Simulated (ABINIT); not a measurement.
**Quasiparticle gap of SiO2 (Quartz) in ABINIT**

Aim: the G0W0 gap of SiO2 (Quartz) on LDA, step by step.

Program: ABINIT 10.8.3. Level of theory: LDA and many-body steps on it, plane waves. Results are calculated unless marked as measured.

### Step 1. The starting structure

It takes space group P3_121 (No. 152, trigonal). The conventional cell has a = 4.916 Å, b = 4.916 Å, c = 5.409 Å, α = 90.00°, β = 90.00°, γ = 120.00°. Nearest to Si lie 4 O at 1.61 Å. O has 2 Si at 1.61 Å nearest. Farther neighbours and most contacts between anions are not listed.

The cell and positions come from the Crystallography Open Database and are kept as given unless a step says otherwise.

### Step 2. Ground state

This step: ABINIT 10.8.3; DFT, LDA, plane waves, norm-conserving pseudopotentials.

The ground-state density comes first.

The input, run.abi:

```
acell 3*1.0 Angstrom
rprim 
  4.915799999986 0.000000000003 0.000000000000
  -2.457899999996 4.257207679910 0.000000000000
  0.000000000000 0.000000000000 5.409100000000
ntypat 2
znucl 14 8
natom 9
typat 1 1 1 2 2 2 2 2 2
xred 
  0.530300000000 0.000000000000 0.333333333333
  0.000000000000 0.530300000000 0.666666666667
  0.469700000000 0.469700000000 -0.000000000000
  0.146200000000 0.414200000000 0.881000000000
  0.585800000000 0.732000000000 0.214333333333
  0.268000000000 0.853800000000 0.547666666667
  0.414200000000 0.146200000000 0.119000000000
  0.732000000000 0.585800000000 0.785666666667
  0.853800000000 0.268000000000 0.452333333333
pp_dirpath "pseudos"
pseudos "Si.upf, O.upf"
ecut 36
ngkpt 6 6 4
nshiftk 1
shiftk 0 0 0
kptopt 1
chksymbreak 0
nband 32
occopt 1
tolvrs 1e-10
nstep 60
prtwf 0
optforces 0
optstress 0
indata_prefix "in"
outdata_prefix "out"
tmpdata_prefix "tmp"
```

Command:

```sh
$ OMP_NUM_THREADS=1 mpirun -n 8 abinit run.abi > log
```

Numbers of over 12 decimals in the logs are rounded to 6 here.

Output:

```text
.Version 10.8.3 of ABINIT. v10.8.2 released Aug 2026.

 Symmetries : space group P3_1 2 1 (#152); Bravais hP (primitive hexag.)
================================================================================
 Values of the parameters that define the memory need of the present run
     intxc =       0    ionmov =       0      iscf =       7    lmnmax =       6
     lnmax =       6     mgfft =      60  mpssoang =       3    mqgrid =    3001
     natom =       9  nloc_mem =       1    nspden =       1   nspinor =       1
    nsppol =       1      nsym =       6    n1xccc =    2501    ntypat =       2
    occopt =       1   xclevel =       1
-    mband =          32        mffmem =           1         mkmem =           3
       mpw =        7924          nfft =      174960          nkpt =          24
================================================================================
  Rough estimation (10% accuracy) of disk space for files :
================================================================================

--------------------------------------------------------------------------------
------------- Echo of variables that govern the present computation ------------
--------------------------------------------------------------------------------
 -outvars: echo values of preprocessed input variables --------
            acell      1.8897261259E+00  1.8897261259E+00  1.8897261259E+00 Bohr

      chksymbreak           0
             ecut      3.60000000E+01 Hartree
-          fftalg         312

              ixc       -1012
              kpt      0.00000000E+00  0.00000000E+00  0.00000000E+00
                       1.66666667E-01  0.00000000E+00  0.00000000E+00
                       3.33333333E-01  0.00000000E+00  0.00000000E+00
                       5.00000000E-01  0.00000000E+00  0.00000000E+00
                       1.66666667E-01  1.66666667E-01  0.00000000E+00
                       3.33333333E-01  1.66666667E-01  0.00000000E+00
                       3.33333333E-01  3.33333333E-01  0.00000000E+00
                       0.00000000E+00  0.00000000E+00  2.50000000E-01
                       1.66666667E-01  0.00000000E+00  2.50000000E-01
   [... 13 further rows ...]
                       3.33333333E-01  1.66666667E-01  5.00000000E-01
                       3.33333333E-01  3.33333333E-01  5.00000000E-01
         kptrlatt        6    0    0      0    6    0      0    0    4
          kptrlen      4.08868704E+01
P           mkmem           3
            natom           9
            nband          32
            ngfft          54      54      60
             nkpt          24
            nstep          60
             nsym           6
           ntypat           2
              occ      2.000000  2.000000  2.000000  2.000000  2.000000  2.000000
                       2.000000  2.000000  2.000000  2.000000  2.000000  2.000000
                       2.000000  2.000000  2.000000  2.000000  2.000000  2.000000
                       2.000000  2.000000  2.000000  2.000000  2.000000  2.000000
                       0.000000  0.000000  0.000000  0.000000  0.000000  0.000000
                       0.000000  0.000000
        optforces           0
        optstress           0
            prtwf           0
            rprim      4.9158000000E+00  3.0000000000E-12  0.0000000000E+00
[...]
spgroup         152

           tolvrs      1.00000000E-10

             xred      5.3030000000E-01  2.5857407038E-29  3.3333333333E-01
[...]
znucl       14.00000    8.00000

================================================================================

 chkinp: Checking input parameters for consistency.

================================================================================
== DATASET  1 ==================================================================
-   mpi_nproc: 8, omp_nthreads: 1 (-1 if OMP is not activated)

--- !DatasetInfo
iteration_state: {dtset: 1, }
dimensions: {natom: 9, nkpt: 24, mband: 32, nsppol: 1, nspinor: 1, nspden: 1, mpw: 7924, }
cutoff_energies: {ecut:  36.0, pawecutdg:  -1.0, }
electrons: {nelect:   4.80000000E+01, charge:   0.00000000E+00, occopt:   1.00000000E+00, tsmear:   1.00000000E-02, }

 Real(R)+Recip(G) space primitive vectors, cartesian coordinates (Bohr,Bohr^-1):
 R(1)=  9.2895157  0.0000000  0.0000000  G(1)=  0.1076482  0.0621507  0.0000000
 R(2)= -4.6447578  8.0449566  0.0000000  G(2)=  0.0000000  0.1243015  0.0000000
 R(3)=  0.0000000  0.0000000 10.2217176  G(3)=  0.0000000  0.0000000  0.0978309
 Unit cell volume ucvol=  7.6390729E+02 bohr^3
 Angles (23,13,12)=  9.00000000E+01  9.00000000E+01  1.20000000E+02 degrees

 getcut: wavevector=  0.0000  0.0000  0.0000  ngfft=  54  54  60
         ecut(hartree)=     36.000   => boxcut(ratio)=   2.15270

--- Pseudopotential description ------------------------------------------------
- Si Generated using ONCVPSP code by D. R. Hamann
- 14.00000   4.00000  180309                  znucl, zion, pspdat
12 -1012 2 -1 1510                            pspcod,pspxc,lmax,lloc,mmax
     nproj     2     2     2
  pspatm : epsatm=    6.67003958
         --- l  ekb(1:nproj) -->
[...]
pspatm: atomic psp has been read  and splines computed

- O Generated using ONCVPSP code by D. R. Hamann
-  8.00000   6.00000  201201                  znucl, zion, pspdat
12 -1012 2 -1 926                             pspcod,pspxc,lmax,lloc,mmax
     nproj     2     2     1
  pspatm : epsatm=    6.27558587
         --- l  ekb(1:nproj) -->
[...]
2   -1.033686
 pspatm: atomic psp has been read  and splines computed

   2.76785443E+03                                ecore*ucvol(ha*bohr**3)
--------------------------------------------------------------------------------

_setup2: Arith. and geom. avg. npw (full set) are    7882.604    7882.596

================================================================================

--- !BeginCycle
iteration_state: {dtset: 1, }
solver: {iscf: 7, nstep: 60, nline: 4, wfoptalg: 0, }
tolerances: {tolvrs: 1.00E-10, }

     iter   Etot(hartree)      deltaE(h)  residm     vres2
 ETOT  1  -111.65103493913    -1.117E+02 1.238E-01 1.623E+03
 ETOT  2  -111.76988304015    -1.188E-01 3.719E-02 1.395E+03
 ETOT  3  -112.30686714048    -5.370E-01 7.942E-03 9.907E+00
 ETOT  4  -112.30994911754    -3.082E-03 2.736E-03 1.070E-01
 ETOT  5  -112.30996396918    -1.485E-05 1.674E-03 6.786E-03
 ETOT  6  -112.30996505989    -1.091E-06 3.193E-03 2.352E-04
 ETOT  7  -112.30996508110    -2.121E-08 1.054E-03 9.355E-06
 ETOT  8  -112.30996508160    -5.068E-10 1.170E-03 3.309E-07
 ETOT  9  -112.30996508162    -1.673E-11 3.514E-04 2.062E-08
 ETOT 10  -112.30996508163    -7.972E-12 3.558E-04 7.665E-10
 ETOT 11  -112.30996508163     2.771E-12 2.213E-04 5.989E-11

 At SCF step   11       vres2   =  5.99E-11 < tolvrs=  1.00E-10 =>converged.

--- !ResultsGS
iteration_state: {dtset: 1, }
comment   : Summary of ground state results
lattice_vectors:
- [  9.2895157,   0.0000000,   0.0000000, ]
- [ -4.6447578,   8.0449566,   0.0000000, ]
- [  0.0000000,   0.0000000,  10.2217176, ]
lattice_lengths: [   9.28952,    9.28952,   10.22172, ]
lattice_angles: [ 90.000,  90.000, 120.000, ] # degrees, (23, 13, 12)
lattice_volume:   7.6390729E+02
convergence: {deltae:  2.771E-12, res2:  5.989E-11, residm:  2.213E-04, diffor:  0.000E+00, }
etotal    :  -1.12309965E+02
entropy   :   0.00000000E+00
fermie    :   4.34510667E-03
cartesian_stress_tensor: null
pressure_GPa: null
xred      :
- [  5.3030E-01,   2.5857E-29,   3.3333E-01, Si]
- [ -2.2564E-18,   5.3030E-01,   6.6667E-01, Si]
- [  4.6970E-01,   4.6970E-01,   1.3878E-16, Si]
- [  1.4620E-01,   4.1420E-01,   8.8100E-01,  O]
- [  5.8580E-01,   7.3200E-01,   2.1433E-01,  O]
- [  2.6800E-01,   8.5380E-01,   5.4767E-01,  O]
- [  4.1420E-01,   1.4620E-01,   1.1900E-01,  O]
- [  7.3200E-01,   5.8580E-01,   7.8567E-01,  O]
- [  8.5380E-01,   2.6800E-01,   4.5233E-01,  O]
cartesian_forces: null
force_length_stats: {min: null, max: null, mean: null, }

 Integrated electronic density in atomic spheres:
 ------------------------------------------------
 Atom  Sphere_radius  Integrated_density
[...]
================================================================================

 ----iterations are completed or convergence reached----

 Mean square residual over all n,k,spin=   87.327E-08; max=  22.128E-05
 reduced coordinates (array xred) for    9 atoms
[...]
0.585800000000      0.732000000000      0.214333333333
       0.268000000000      0.853800000000      0.547666666667
       0.414200000000      0.146200000000      0.119000000000
       0.732000000000      0.585800000000      0.785666666667
       0.853800000000      0.268000000000      0.452333333333
 rms dE/dt=  0.0000E+00; max dE/dt=  0.0000E+00; dE/dt below (all hartree)
    1       0.000000000000      0.000000000000      0.000000000000
    2       0.000000000000      0.000000000000      0.000000000000
    3       0.000000000000      0.000000000000      0.000000000000
    4       0.000000000000      0.000000000000      0.000000000000
    5       0.000000000000      0.000000000000      0.000000000000
    6       0.000000000000      0.000000000000      0.000000000000
    7       0.000000000000      0.000000000000      0.000000000000
    8       0.000000000000      0.000000000000      0.000000000000
    9       0.000000000000      0.000000000000      0.000000000000

 cartesian coordinates (angstrom) at end:
    1      2.606849     1.59e-12     1.803033
[...]
5      1.080493     3.116276     1.159350
    6     -0.781121     3.634804     2.962384
    7      1.676779     0.622404     0.643683
    8      2.158528     2.493872     4.249750
    9      3.538393     1.140932     2.446716
 length scales=  1.889726125908  1.889726125908  1.889726125908 bohr
              =  1.000000000000  1.000000000000  1.000000000000 angstroms
 prteigrs : about to open file out_EIG
 Fermi (or HOMO) energy (hartree) =   0.00435   Average Vxc (hartree)=  -0.35789
 Eigenvalues (hartree) for nkpt=  24  k points:
 kpt#   1, nband= 32, wtk=  0.00694, kpt=  0.0000  0.0000  0.0000 (reduced coord)
  -0.69890   -0.64078   -0.64078   -0.61613   -0.61455   -0.61455   -0.30057   -0.30057
  -0.19753   -0.19667   -0.19047   -0.19047   -0.10555   -0.10555   -0.09594   -0.08667
  -0.05171   -0.05171   -0.05054   -0.03275   -0.03275   -0.02106   -0.00757   -0.00757
   0.21754    0.33648    0.33648    0.35386    0.35386    0.39720    0.42411    0.45852
 prteigrs : prtvol=0 or 1, do not print more k-points.

--- !EnergyTerms
iteration_state     : {dtset: 1, }
comment             : Components of total free energy in Hartree
kinetic             :  7.34657604326328E+01
hartree             :  3.83581069719250E+01
xc                  : -2.99599870137542E+01
Ewald energy        : -6.94185472439243E+01
psp_core            :  3.62328579032349E+00
local_psp           : -1.13057203742036E+02
non_local_psp       : -1.53213802767918E+01
total_energy        : -1.12309965081625E+02
total_energy_eV     : -3.05610983910874E+03
band_energy         : -1.17226138559242E+01

== END DATASET(S) ==============================================================
================================================================================

 -outvars: echo values of variables after computation  --------
           etotal     -1.1230996508E+02
            nband          32
             nkpt          24
          spgroup         152
 [... the other variables as echoed above ...]

 Calculation completed.
```

It took 65 s on 8 MPI ranks of Arm Neoverse N1, shared host; peak memory 0.85 GiB; 8.7 min of CPU time.

This step gave:

| Quantity | Value |
| --- | --- |
| total energy | -3056.1098 eV |
| gap | 5.801 eV |
| k of the valence top | 0.3333, 0.3333, 0 |
| k of the conduction bottom | 0, 0, 0 |
| least direct gap | 6.126 eV |

The gap is indirect, with the least direct gap 0.32 eV higher.

[end of part 1 of 3]

[Paths, hosts, dates, memory and timing lines, banners, echoed tables and standing remarks are left out of the program output.]

[Logs are printed without paths, hosts, clocks, repeated set-up lines and the standing remarks that a program may print on its own settings, such as how far it seeks lower states.]

[Runs of the session that timed out or met a known fault of the program may be left out.]

[Hosts, paths, dates, database ids (printed as entryN), source tags and the programs' standing remarks are cut or masked in the printed files.]

[G0W0 gaps are taken among the corrected bands and points alone; a level outside them can change the order at an edge.]

[Where Ansatz stands beside ABINIT at settings called matched, ABINIT's density can come from a denser mesh and the files from another edition; pairs whose starting gaps differed by over 0.03 eV were left out, so agreement reads better than it is.]
